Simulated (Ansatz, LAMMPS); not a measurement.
## Amorphous polythiophene with methane (capped chains of 6 units) at 500 K (125 atoms) under strain

Aim: relax amorphous polythiophene with methane (capped chains of 6 units) at 500 K (125 atoms), then change its volume and shape to read moduli from the stress.

Main program and level: Ansatz 0.2.0; Kohn-Sham DFT, PBE+D4, PAW (set soft_2), plane waves.

## (1) The structure

The cell holds 125 atoms: 57 C, 12 S and 56 H. Cell: a = 12.078 Å, b = 12.078 Å, c = 12.078 Å, α = 90.0°, β = 90.0°, γ = 90.0°. 2 polythiophene chains of 6 units with methyl end groups, 5 methane placed at random, at 1.06 g/cm³; overlaps pushed apart, then 20 ps at 800 K with MMFF94 bonds, angles, torsions, charges and radii (Halgren, J. Comput. Chem. 17, 490 (1996)) in harmonic and 12-6 forms. Snapshot after 30 ps at 500 K and fixed volume.

Limits known from the start: The network of contacts between molecules at the start is that of the classical potential that made the cell, and needn't be the one that DFT or experiment would give. Only the Γ point is sampled.

## (2) Single point at the start

A single point comes first, to see the forces before anything moves.

File input.yaml:

```yaml
crystal:
  lattice:
    - [12.07807, 0.0, 0.0]
    - [0.0, 12.07807, 0.0]
    - [0.0, 0.0, 12.07807]
  atoms:
    - { symbol: C, position: [0.26649, 0.42262, 0.52061] }
    - { symbol: C, position: [0.3106, 0.53036, 0.47331] }
    - { symbol: C, position: [0.3187, 0.55424, 0.35877] }
    - { symbol: C, position: [0.33986, 0.66517, 0.34225] }
    - { symbol: C, position: [0.36833, 0.72108, 0.43701] }
    - { symbol: S, position: [0.36014, 0.63269, 0.54818] }
    - { symbol: C, position: [0.38852, 0.83894, 0.44505] }
    - { symbol: C, position: [0.40988, 0.89188, 0.54389] }
    - { symbol: C, position: [0.43441, 0.00765, 0.52968] }
    - { symbol: C, position: [0.43366, 0.04463, 0.42382] }
    - { symbol: S, position: [0.38807, 0.93622, 0.33576] }
    - { symbol: C, position: [0.45356, 0.15098, 0.3728] }
    - { symbol: C, position: [0.40775, 0.19315, 0.28056] }
    - { symbol: C, position: [0.45366, 0.30235, 0.25295] }
    - { symbol: C, position: [0.5332, 0.33926, 0.32851] }
    - { symbol: S, position: [0.53301, 0.25053, 0.43206] }
    - { symbol: C, position: [0.59371, 0.44095, 0.33167] }
    - { symbol: C, position: [0.659, 0.48865, 0.41806] }
    - { symbol: C, position: [0.68664, 0.60057, 0.38559] }
    - { symbol: C, position: [0.6451, 0.64163, 0.28245] }
    - { symbol: S, position: [0.58385, 0.52952, 0.2192] }
    - { symbol: C, position: [0.66811, 0.74378, 0.23684] }
    - { symbol: C, position: [0.65784, 0.77209, 0.12354] }
    - { symbol: C, position: [0.6868, 0.88365, 0.09996] }
    - { symbol: C, position: [0.72892, 0.93058, 0.19348] }
    - { symbol: S, position: [0.72419, 0.85139, 0.3092] }
    - { symbol: C, position: [0.77282, 0.03647, 0.19812] }
    - { symbol: C, position: [0.79988, 0.10067, 0.11044] }
    - { symbol: C, position: [0.84474, 0.19714, 0.13313] }
    - { symbol: C, position: [0.83128, 0.22078, 0.24409] }
    - { symbol: S, position: [0.78846, 0.10853, 0.31718] }
    - { symbol: C, position: [0.85957, 0.31793, 0.31177] }
    [... 87 atom lines left out ...]
    - { symbol: H, position: [0.06711, 0.27381, 0.06837] }
    - { symbol: C, position: [0.96197, 0.58818, 0.1137] }
    - { symbol: H, position: [0.93372, 0.51597, 0.16949] }
    - { symbol: H, position: [0.04798, 0.60466, 0.13805] }
    - { symbol: H, position: [0.8998, 0.65339, 0.13028] }
    - { symbol: H, position: [0.97806, 0.5778, 0.01962] }
kpoints:
  mp_grid: { grid: [1, 1, 1] }
hamiltonian:
  xc: pbe
  dispersion: d4
scf:
  occupations: { method: fixed }
output:
  forces: true
```

The run is started by

```sh
$ ansatz run input.yaml --threads 4 --pin off --max-ram 8192MiB --backend cpu --events-out ev --progress --plain --runs-dir out
```

Output:

```text
Engine: ansatz 0.2.0, x86_64-unknown-linux-gnu
Pseudopotentials: kind: paw
Pseudopotential: C, paw, valence charge 4, recommended cutoff 420 eV (normal), C.paw.azcp
Pseudopotential: S, paw, valence charge 6, recommended cutoff 420 eV (normal), S.paw.azcp
Pseudopotential: H, paw, valence charge 1, recommended cutoff 420 eV (normal), H.paw.azcp
[... 5 lines on functional and potentials left out ...]
Crystal: 125 atoms, lattice volume = 1761.946 Å³
Basis set: ecut = 420 eV, 34457 PW (Γ), exchange–correlation on 162×162×162 points (8 copies of the dense FFT grid, shifted against one another)
Bands: 303, of which v1, the nominal top of the filled ones, is band 178 counted from 1 (177 counted from 0)
Symmetry: 1 space group operations
Space group: P1 (ITA 1), of the structure as read, at distance tolerance 1.2e-4 Å
k-points: 1
[... 7 lines on functional and potentials left out ...]
Initial density: superposition of atomic densities (neutral atoms: chi_scale 0, normalization atom), corrected by the library's trained network
Initial wavefunctions: pseudopotential atomic-orbital guess
Functional: x = pbe(κ = 0.804, μ = 0.219515), c = pbe(β = 0.066725)
SCF iter   1: F=—  HF=-26019.903016 eV  |F-HF|=—  |Δ(HF+E_count)|=         —  Δρ=6.25e-3  dr2=1.42e0  ethr=1.77e-3  ⟨swp⟩=5.0  Hψ=982  notcnv=0  defer=123
preconditioner: auto → Resta (q_TF=auto, 2.090 Å⁻¹)  ε∞=2.4  [insulator: Δε(μ)=1.583 eV  Ē_g=14.158 eV  n_scr=256 (ndim 8)  ℏωp=16.7 eV  f_vac=0.265  ε∞_Penn≈2.4]
SCF iter   2: F=—  HF=-26019.555635 eV  |F-HF|=—  |Δ(HF+E_count)|=   3.47e-1  Δρ=2.80e-3  dr2=1.14e-1  ethr=4.00e-4  ⟨swp⟩=2.0  Hψ=352  notcnv=0  defer=123
SCF iter   3: F=—  HF=-26019.559389 eV  |F-HF|=—  |Δ(HF+E_count)|=   3.75e-3  Δρ=1.21e-3  dr2=2.89e-2  ethr=3.20e-5  ⟨swp⟩=2.0  Hψ=291  notcnv=0  defer=50
automatic band count: iteration 3 solves 230 bands in place of 303: the levels show a gap, and the empty bands left out lie too high to hold charge; the band table lists the bands solved (type scf.n_extra_bands for more)
SCF iter   4: F=—  HF=-26019.565310 eV  |F-HF|=—  |Δ(HF+E_count)|=   5.92e-3  Δρ=4.06e-4  dr2=5.22e-3  ethr=8.12e-6  ⟨swp⟩=2.0  Hψ=320  notcnv=0  defer=50
SCF iter   5: F=—  HF=-26019.564862 eV  |F-HF|=—  |Δ(HF+E_count)|=   4.47e-4  Δρ=1.60e-4  dr2=8.36e-4  ethr=1.47e-6  ⟨swp⟩=2.0  Hψ=361  notcnv=0  defer=50
SCF iter   6: F=—  HF=-26019.564849 eV  |F-HF|=—  |Δ(HF+E_count)|=   1.36e-5  Δρ=6.18e-5  dr2=1.16e-4  ethr=2.35e-7  ⟨swp⟩=2.0  Hψ=306  notcnv=0  defer=48
SCF iter   7: F=—  HF=-26019.564818 eV  |F-HF|=—  |Δ(HF+E_count)|=   3.04e-5  Δρ=2.72e-5  dr2=2.16e-5  ethr=3.26e-8  ⟨swp⟩=2.0  Hψ=357  notcnv=0  defer=46
SCF iter   8: F=—  HF=-26019.567123 eV  |F-HF|=—  |Δ(HF+E_count)|=   2.31e-3  Δρ=8.32e-6  dr2=1.82e-6  ethr=6.06e-9  ⟨swp⟩=2.0  Hψ=364  notcnv=0  defer=46
SCF iter   9: F=—  HF=-26019.567124 eV  |F-HF|=—  |Δ(HF+E_count)|=   1.01e-7  Δρ=4.20e-6  dr2=5.18e-7  ethr=5.10e-10  ⟨swp⟩=2.0  Hψ=348  notcnv=0  defer=46
SCF iter  10: F=-26019.567124 eV  HF=-26019.567124 eV  |F-HF|=2.38e-8  |Δ(HF+E_count)|=  7.60e-10  Δρ=1.33e-6  dr2=5.48e-8  ethr=2.81e-11  ⟨swp⟩=3.0  Hψ=867  notcnv=0
SCF 1 converged in 10 iterations: F = -26019.567124 eV  dr2 = 5.48e-8
  greatest PAW one-centre occupation: 0.866 electrons in one spin orbital (limit 2), on the S atom at site 80 (counted from 0), in its partial waves of l = 0
SCF converged after 10 iterations
Free energy (F): -26019.567124 eV
Harris-Foulkes:  -26019.567124 eV  (|F-HF|=2.38e-8)
Internal energy: -26019.567124 eV  (E = F + TS)
E sigma→0 (E₀):  -26019.567124 eV
Fermi energy:    0.900479 eV
--- Per-component energies (eV) ---
  E_band       = -2557.451130
  E_kinetic    = 7267.998022
  E_local      = -24944.103016  (includes V_loc(G=0)·N_el)
  E_nonlocal   = 2005.301248
  E_hartree    = 9344.796695
  E_xc         = -4406.173228
  E_vxc        = -5084.320164  (∫ρ·V_xc dr)
  E_paw        = -12902.692747  (= ΣΔE_a)
  E_vpaw       = -491.844800  (= ΣTr[D̂ρ^β])
  E_aug_tail   = -0.076307  (compensation charges beyond the density's cutoff)
  E_ewald      = -2375.976025
  E_disp       = -8.641765  (pairwise vdW)
  E_smearing   = -0.000000  (= −TS)
  E_closure    = -0.000000  (closes the sum)
  Σ components = -26019.567124   (vs F -26019.567124, Δ=0.00e0)
--- Forces (eV/Å), atoms counted from 1 ---
  atom   1  C      2.82874341     0.06369574     1.47124153
  atom   2  C     -0.60703801    -2.58828010    -2.34117275
  atom   3  C     -1.11257982    -0.49023461     2.52950750
  atom   4  C      0.21954785     0.17392766    -1.20734094
  atom   5  C     -0.17296584     1.41906054    -0.87398166
  atom   6  S      0.31101445     1.59208351     1.68156443
  atom   7  C     -0.03719284     0.04190059     0.41878703
  atom   8  C      0.24203264     1.90326902    -1.71448880
  atom   9  C      0.92188356    -0.26292287     2.58532943
  atom  10  C     -0.71403010    -0.24005241    -1.25593069
  atom  11  S      0.66276476    -0.65905514     0.24395494
  atom  12  C     -0.34479642    -0.81826598     1.52908241
  atom  13  C      0.39413781     2.21069162    -2.43542242
  atom  14  C     -0.90727705    -1.32342095    -0.38972199
[...]
atom 124  H      0.68358803     0.14451147    -0.20496550
  atom 125  H     -1.10954635    -0.48563247     1.57737746
  max |Σ_I F_I| component: 5.88e-5 eV/Å
```

Elapsed: 11 s, on 4 threads of Intel Xeon Platinum 8488C (Sapphire Rapids), shared host; peak memory 1.8 GiB.

Reading the cycles: dr2 is the Hartree energy of the density residual (eV), the measure of convergence; HF is the Harris–Foulkes estimate of the energy, which meets the free energy F at convergence.

The r.m.s. force at the start is 1.2 eV/Å.

## (3) Cell and atoms relaxed

The cell is relaxed with the atoms, since the starting lattice needn't suit this functional.

File input.yaml:

```yaml
crystal:
  lattice:
    - [12.07807, 0.0, 0.0]
    - [0.0, 12.07807, 0.0]
    - [0.0, 0.0, 12.07807]
  atoms:
    [... the 125 atom lines of step 2 ...]
kpoints:
  mp_grid: { grid: [1, 1, 1] }
hamiltonian:
  xc: pbe
  dispersion: d4
scf:
  occupations: { method: fixed }
output:
  forces: true
relax:
  f_tol: 0.05
  max_steps: 150
  cell: {}
```

Output:

```text
[...]
Crystal: 125 atoms, lattice volume = 1761.946 Å³
Basis set: ecut = 420 eV, 34457 PW (Γ), exchange–correlation on 162×162×162 points (8 copies of the dense FFT grid, shifted against one another)
Bands: 303, of which v1, the nominal top of the filled ones, is band 178 counted from 1 (177 counted from 0)
Symmetry: 1 space group operations
[...]
k-points: 1
[...]
SCF iter   1: F=—  HF=-26019.903016 eV  |F-HF|=—  |Δ(HF+E_count)|=         —  Δρ=6.25e-3  dr2=1.42e0  ethr=1.77e-3  ⟨swp⟩=5.0  Hψ=982  notcnv=0  defer=123
[...]
SCF iter   5: F=—  HF=-26019.564875 eV  |F-HF|=—  |Δ(HF+E_count)|=   4.20e-4  Δρ=1.60e-4  dr2=8.36e-4  ethr=1.47e-6  ⟨swp⟩=2.0  Hψ=361  notcnv=0  defer=50
[...]
SCF iter   9: F=—  HF=-26019.567124 eV  |F-HF|=—  |Δ(HF+E_count)|=   1.01e-7  Δρ=4.20e-6  dr2=5.18e-7  ethr=5.10e-10  ⟨swp⟩=2.0  Hψ=348  notcnv=0  defer=46
SCF iter  10: F=-26019.567124 eV  HF=-26019.567124 eV  |F-HF|=2.38e-8  |Δ(HF+E_count)|=  7.46e-10  Δρ=1.33e-6  dr2=5.48e-8  ethr=2.81e-11  ⟨swp⟩=3.0  Hψ=867  notcnv=0
SCF 1 converged in 10 iterations: F = -26019.567124 eV  dr2 = 5.48e-8
[...]
relax step   1: F+E_penalty+E_count = -26019.56712350 eV  Δ(F+E_penalty+E_count) = +0.000e0 eV  max|allowed force component| = 4.996e0 eV/Å  Δτ_max = 0.0000 Å  P = +2.723 GPa  Ω = 1761.946 Å³  (10 SCF iters, dr2 threshold 1.00e-7 eV, accepted)
[... from here on, the SCF cycles and remarks between the steps are left out ...]
relax step   2: F+E_penalty+E_count = -26025.61671402 eV  Δ(F+E_penalty+E_count) = -6.050e0 eV  max|allowed force component| = 1.746e0 eV/Å  Δτ_max = 0.1948 Å  P = +0.150 GPa  Ω = 1774.276 Å³  energy of the carried Pulay correction = -1.826e-2 eV  (8 SCF iters, dr2 threshold 1.25e-5 eV, accepted)
relax step   3: F+E_penalty+E_count = -26026.87655272 eV  Δ(F+E_penalty+E_count) = -1.260e0 eV  max|allowed force component| = 8.375e-1 eV/Å  Δτ_max = 0.1909 Å  P = -0.599 GPa  Ω = 1759.459 Å³  energy of the carried Pulay correction = +3.698e-3 eV  (8 SCF iters, dr2 threshold 1.25e-5 eV, accepted)
relax step   4: F+E_penalty+E_count = -26027.33081469 eV  Δ(F+E_penalty+E_count) = -4.543e-1 eV  max|allowed force component| = 4.091e-1 eV/Å  Δτ_max = 0.1931 Å  P = -0.352 GPa  Ω = 1711.908 Å³  energy of the carried Pulay correction = +7.542e-2 eV  (8 SCF iters, dr2 threshold 1.25e-5 eV, accepted)
relax step   5: F+E_penalty+E_count = -26027.60595845 eV  Δ(F+E_penalty+E_count) = -2.751e-1 eV  max|allowed force component| = 3.269e-1 eV/Å  Δτ_max = 0.1952 Å  P = -0.135 GPa  Ω = 1660.009 Å³  energy of the carried Pulay correction = +1.560e-1 eV  (8 SCF iters, dr2 threshold 1.05e-5 eV, accepted)
relax step   6: F+E_penalty+E_count = -26027.78848703 eV  Δ(F+E_penalty+E_count) = -1.825e-1 eV  max|allowed force component| = 3.018e-1 eV/Å  Δτ_max = 0.1984 Å  P = -0.197 GPa  Ω = 1629.529 Å³  energy of the carried Pulay correction = +2.044e-1 eV  (8 SCF iters, dr2 threshold 6.68e-6 eV, accepted)
relax step   7: F+E_penalty+E_count = -26027.92573519 eV  Δ(F+E_penalty+E_count) = -1.372e-1 eV  max|allowed force component| = 2.940e-1 eV/Å  Δτ_max = 0.1937 Å  P = -0.210 GPa  Ω = 1612.078 Å³  energy of the carried Pulay correction = +2.326e-1 eV  (8 SCF iters, dr2 threshold 5.69e-6 eV, accepted)
relax step   8: F+E_penalty+E_count = -26028.03835110 eV  Δ(F+E_penalty+E_count) = -1.126e-1 eV  max|allowed force component| = 1.450e-1 eV/Å  Δτ_max = 0.1914 Å  P = -0.196 GPa  Ω = 1593.623 Å³  energy of the carried Pulay correction = +2.627e-1 eV  (8 SCF iters, dr2 threshold 5.40e-6 eV, accepted)
relax step   9: F+E_penalty+E_count = -26028.12620635 eV  Δ(F+E_penalty+E_count) = -8.786e-2 eV  max|allowed force component| = 1.374e-1 eV/Å  Δτ_max = 0.1951 Å  P = -0.142 GPa  Ω = 1575.770 Å³  energy of the carried Pulay correction = +2.921e-1 eV  (8 SCF iters, dr2 threshold 1.31e-6 eV, accepted)
relax step  10: F+E_penalty+E_count = -26028.17501846 eV  Δ(F+E_penalty+E_count) = -4.881e-2 eV  max|allowed force component| = 1.939e-1 eV/Å  Δτ_max = 0.1946 Å  P = +0.151 GPa  Ω = 1568.717 Å³  energy of the carried Pulay correction = +3.038e-1 eV  (8 SCF iters, dr2 threshold 1.18e-6 eV, accepted)
relax step  11: F+E_penalty+E_count = -26028.19592480 eV  Δ(F+E_penalty+E_count) = -2.091e-2 eV  max|allowed force component| = 4.829e-1 eV/Å  Δτ_max = 0.1994 Å  P = -0.433 GPa  Ω = 1554.583 Å³  energy of the carried Pulay correction = +3.274e-1 eV  (8 SCF iters, dr2 threshold 2.35e-6 eV, rejected (line search))
relax step  12: F+E_penalty+E_count = -26028.21358548 eV  Δ(F+E_penalty+E_count) = -3.857e-2 eV  max|allowed force component| = 1.859e-1 eV/Å  Δτ_max = 0.0974 Å  P = +0.030 GPa  Ω = 1564.606 Å³  energy of the carried Pulay correction = +3.106e-1 eV  (12 SCF iters, accepted)
[...]
relax step  57: F+E_penalty+E_count = -26028.65467861 eV  Δ(F+E_penalty+E_count) = +1.108e-1 eV  max|allowed force component| = 5.079e-1 eV/Å  Δτ_max = 0.2000 Å  P = +0.015 GPa  Ω = 1502.377 Å³  energy of the carried Pulay correction = +4.164e-1 eV  (8 SCF iters, dr2 threshold 7.13e-7 eV, rejected (line search))
relax step  58: F+E_penalty+E_count = -26028.76700222 eV  Δ(F+E_penalty+E_count) = -1.544e-3 eV  max|allowed force component| = 2.619e-2 eV/Å  Δτ_max = 0.0556 Å  P = -0.002 GPa  Ω = 1493.471 Å³  energy of the carried Pulay correction = +4.319e-1 eV  (11 SCF iters, accepted)
relax step  59: F+E_penalty+E_count = -26028.76763482 eV  Δ(F+E_penalty+E_count) = -6.326e-4 eV  max|allowed force component| = 1.505e-1 eV/Å  Δτ_max = 0.0976 Å  P = -0.046 GPa  Ω = 1493.531 Å³  energy of the carried Pulay correction = +4.318e-1 eV  (11 SCF iters, accepted)
relax step  60: F+E_penalty+E_count = -26028.76927092 eV  Δ(F+E_penalty+E_count) = -1.636e-3 eV  max|allowed force component| = 4.457e-2 eV/Å  Δτ_max = 0.0181 Å  P = -0.019 GPa  Ω = 1493.530 Å³  energy of the carried Pulay correction = +4.318e-1 eV  (5 SCF iters, dr2 threshold 1.42e-6 eV, accepted)
relax step  61: F+E_penalty+E_count = -26028.57612265 eV  Δ(F+E_penalty+E_count) = +1.931e-1 eV  max|allowed force component| = 3.895e-2 eV/Å  Δτ_max = 0.0000 Å  P = -0.191 GPa  Ω = 1493.530 Å³  stress off target by 2.58e-1 GPa  SCF on the basis re-selected at this cell (its energy is not comparable with the rows above)  (7 SCF iters)
relax step  62: F+E_penalty+E_count = -26028.66281193 eV  Δ(F+E_penalty+E_count) = -8.669e-2 eV  max|allowed force component| = 1.050e-1 eV/Å  Δτ_max = 0.2000 Å  P = -0.026 GPa  Ω = 1451.403 Å³  energy of the carried Pulay correction = +7.535e-2 eV  (9 SCF iters, dr2 threshold 1.67e-7 eV, accepted)
relax step  63: F+E_penalty+E_count = -26028.66300632 eV  Δ(F+E_penalty+E_count) = -1.944e-4 eV  max|allowed force component| = 3.761e-2 eV/Å  Δτ_max = 0.1471 Å  P = -0.052 GPa  Ω = 1460.625 Å³  energy of the carried Pulay correction = +5.883e-2 eV  (8 SCF iters, dr2 threshold 6.89e-7 eV, accepted)
relax step  64: F+E_penalty+E_count = -26028.66965932 eV  Δ(F+E_penalty+E_count) = -6.653e-3 eV  max|allowed force component| = 1.262e-1 eV/Å  Δτ_max = 0.0856 Å  P = -0.059 GPa  Ω = 1458.232 Å³  energy of the carried Pulay correction = +6.282e-2 eV  (9 SCF iters, dr2 threshold 1.83e-8 eV, accepted)
relax step  65: F+E_penalty+E_count = -26028.68229123 eV  Δ(F+E_penalty+E_count) = -1.263e-2 eV  max|allowed force component| = 4.886e-2 eV/Å  Δτ_max = 0.0799 Å  P = +0.006 GPa  Ω = 1452.524 Å³  energy of the carried Pulay correction = +7.255e-2 eV  (7 SCF iters, dr2 threshold 9.96e-7 eV, accepted)
relax step  66: F+E_penalty+E_count = -26028.61381316 eV  Δ(F+E_penalty+E_count) = +6.848e-2 eV  max|allowed force component| = 4.723e-2 eV/Å  Δτ_max = 0.0000 Å  P = -0.030 GPa  Ω = 1452.524 Å³  stress off target by 7.09e-2 GPa  SCF on the basis re-selected at this cell (its energy is not comparable with the rows above)  (7 SCF iters)
relax step  67: F+E_penalty+E_count = -26028.63523106 eV  Δ(F+E_penalty+E_count) = -2.142e-2 eV  max|allowed force component| = 1.268e-1 eV/Å  Δτ_max = 0.0868 Å  P = -0.004 GPa  Ω = 1442.819 Å³  energy of the carried Pulay correction = +1.822e-2 eV  (9 SCF iters, dr2 threshold 1.26e-8 eV, accepted)
relax step  68: F+E_penalty+E_count = -26028.64462697 eV  Δ(F+E_penalty+E_count) = -9.396e-3 eV  max|allowed force component| = 5.987e-2 eV/Å  Δτ_max = 0.0275 Å  P = +0.048 GPa  Ω = 1438.857 Å³  energy of the carried Pulay correction = +2.580e-2 eV  (6 SCF iters, dr2 threshold 1.00e-6 eV, accepted)
relax step  69: F+E_penalty+E_count = -26028.62515715 eV  Δ(F+E_penalty+E_count) = +1.947e-2 eV  max|allowed force component| = 1.054e-1 eV/Å  Δτ_max = 0.0988 Å  P = -0.079 GPa  Ω = 1443.804 Å³  energy of the carried Pulay correction = +1.752e-2 eV  (9 SCF iters, dr2 threshold 2.24e-7 eV, rejected (line search))
relax step  70: F+E_penalty+E_count = -26028.63894434 eV  Δ(F+E_penalty+E_count) = +5.683e-3 eV  max|allowed force component| = 3.672e-2 eV/Å  Δτ_max = 0.0481 Å  P = -0.004 GPa  Ω = 1443.409 Å³  energy of the carried Pulay correction = +1.755e-2 eV  (11 SCF iters, accepted)
relax step  71: F+E_penalty+E_count = -26028.62490262 eV  Δ(F+E_penalty+E_count) = +1.404e-2 eV  max|allowed force component| = 3.690e-2 eV/Å  Δτ_max = 0.0000 Å  P = -0.010 GPa  Ω = 1443.409 Å³  stress off target by 3.06e-2 GPa  SCF on the basis re-selected at this cell (its energy is not comparable with the rows above)  (5 SCF iters)
[...]
SCF converged after 5 iterations
Free energy (F): -26028.624903 eV
[...]
Internal energy: -26028.624903 eV  (E = F + TS)
E sigma→0 (E₀):  -26028.624903 eV
Fermi energy:    1.801472 eV
[...]
Σ components = -26028.624903   (vs F -26028.624903, Δ=0.00e0)
--- Forces (eV/Å), atoms counted from 1 ---
  atom   1  C     -0.00479137     0.00176413     0.00611361
  atom   2  C     -0.00058206     0.00390846    -0.00201379
  atom   3  C     -0.00023601    -0.00017661     0.00250408
  atom   4  C      0.00033262     0.00228483     0.00288149
[...]
atom 125  H      0.00507788     0.00360407    -0.00577587
  max |Σ_I F_I| component: 2.28e-6 eV/Å
--- Stress (GPa, compression-positive) ---
       -0.001481       0.001412       0.012229
        0.001413      -0.019860      -0.012674
        0.012228      -0.012675      -0.008986
  P = ⅓ Tr σ = -0.0101 GPa (-0.101 kbar)
--- Relaxed structure (68 steps of the walk, 60 accepted, 3 SCFs on fresh bases) ---
  F+E_penalty+E_count = -26028.62490262 eV   max|allowed force component| = 3.690e-2 eV/Å   (the final SCF, on the basis selected at the relaxed cell)
  cell:  # Å, volume = 1443.4095 Å³
    - [11.372220, 0.700736, 0.521258]
    - [0.700736, 11.290437, -0.516360]
    - [0.521258, -0.516360, 11.335537]
  atoms:
    - { symbol: C, position: [0.222191, 0.418601, 0.430518] }
    - { symbol: C, position: [0.251888, 0.532098, 0.385356] }
    - { symbol: C, position: [0.239157, 0.570818, 0.274935] }
    - { symbol: C, position: [0.273271, 0.685250, 0.262795] }
[...]
- { symbol: H, position: [1.006278, 0.634073, 0.033628] }
```

It took 8.2 min on 4 threads; peak memory 1.8 GiB; 31 min of CPU time.

The relaxation converged after 68 steps, with a largest force component of 0.037 eV/Å.

(Continued in part 2 of 3.)

[Long decimals in the printed logs are rounded to 6 places.]

[Logs are printed without paths, hosts, clocks, repeated set-up lines and the standing remarks that a program may print on its own settings, such as how far it seeks lower states.]

[Hosts, paths, dates, database ids (printed as entryN), source tags and the programs' standing remarks are cut or masked in the printed files.]

[The MMFF94 radii named for the starting cell were scaled by 0.96; in molecules described by MMFF94, hydrogen bound to N, O or S took a small fixed 12-6 site in their place.]
